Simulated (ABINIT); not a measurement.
Planning a run of ABINIT 10.8.3 on Na2H6Pt (Fm-3m). The input:

```
acell 3*1.0 Angstrom
rprim 
  0.000000000000 3.629315950000 3.629315950000
  3.629315950000 0.000000000000 3.629315950000
  3.629315950000 3.629315950000 0.000000000000
ntypat 3
znucl 11 1 78
natom 9
typat 1 1 2 2 2 2 2 2 3
xred 
  0.750000000000 0.750000000000 0.750000000000
  0.250000000000 0.250000000000 0.250000000000
  0.774464350000 0.774464350000 0.225535650000
  0.225535650000 0.774464350000 0.225535650000
  0.774464350000 0.225535650000 0.225535650000
  0.225535650000 0.225535650000 0.774464350000
  0.774464350000 0.225535650000 0.774464350000
  0.225535650000 0.774464350000 0.774464350000
  0.000000000000 0.000000000000 0.000000000000
pp_dirpath "pseudos"
pseudos "Na.upf, H.upf, Pt.upf"
ecut 38
iscf -2
irdden 1
kptopt 0
nkpt 26
kpt 
  0.00000000 0.00000000 0.00000000
  0.12500000 0.00000000 0.12500000
  0.25000000 0.00000000 0.25000000
  0.37500000 0.00000000 0.37500000
  0.50000000 0.00000000 0.50000000
  0.53125000 0.06250000 0.53125000
  0.56250000 0.12500000 0.56250000
  0.59375000 0.18750000 0.59375000
  0.62500000 0.25000000 0.62500000
  0.37500000 0.37500000 0.75000000
  0.28125000 0.28125000 0.56250000
  0.18750000 0.18750000 0.37500000
  0.09375000 0.09375000 0.18750000
  0.00000000 0.00000000 0.00000000
  0.12500000 0.12500000 0.12500000
  0.25000000 0.25000000 0.25000000
  0.37500000 0.37500000 0.37500000
  0.50000000 0.50000000 0.50000000
  0.50000000 0.43750000 0.56250000
  0.50000000 0.37500000 0.62500000
  0.50000000 0.31250000 0.68750000
  0.50000000 0.25000000 0.75000000
  0.50000000 0.18750000 0.68750000
  0.50000000 0.12500000 0.62500000
  0.50000000 0.06250000 0.56250000
  0.50000000 0.00000000 0.50000000
istwfk *1
nband 28
nbdbuf 2
tolwfr 1e-08
nstep 40
prtwf 0
prtvol 0
indata_prefix "in"
outdata_prefix "out"
tmpdata_prefix "tmp"
```

```sh
OMP_NUM_THREADS=1 mpirun -n 4 abinit run.abi > log
```

Q: Estimate wall time and host memory on 4 MPI ranks of Arm Neoverse V1, shared host.

It took 34 s; on shared hardware allow 17 s to 69 s. Peak host memory was 0.38 GiB.

[Paths, hosts, dates, memory and timing lines, banners, echoed tables and standing remarks are left out of the program output.]

[Logs are printed without paths, hosts, clocks, repeated set-up lines and the standing remarks that a program may print on its own settings, such as how far it seeks lower states.]

[Runs of the session that timed out or met a known fault of the program may be left out.]

[Hosts, paths, dates, database ids (printed as entryN), source tags and the programs' standing remarks are cut or masked in the printed files.]

[G0W0 gaps are taken among the corrected bands and points alone; a level outside them can change the order at an edge.]

[Where Ansatz stands beside ABINIT at settings called matched, ABINIT's density can come from a denser mesh and the files from another edition; pairs whose starting gaps differed by over 0.03 eV were left out, so agreement reads better than it is.]
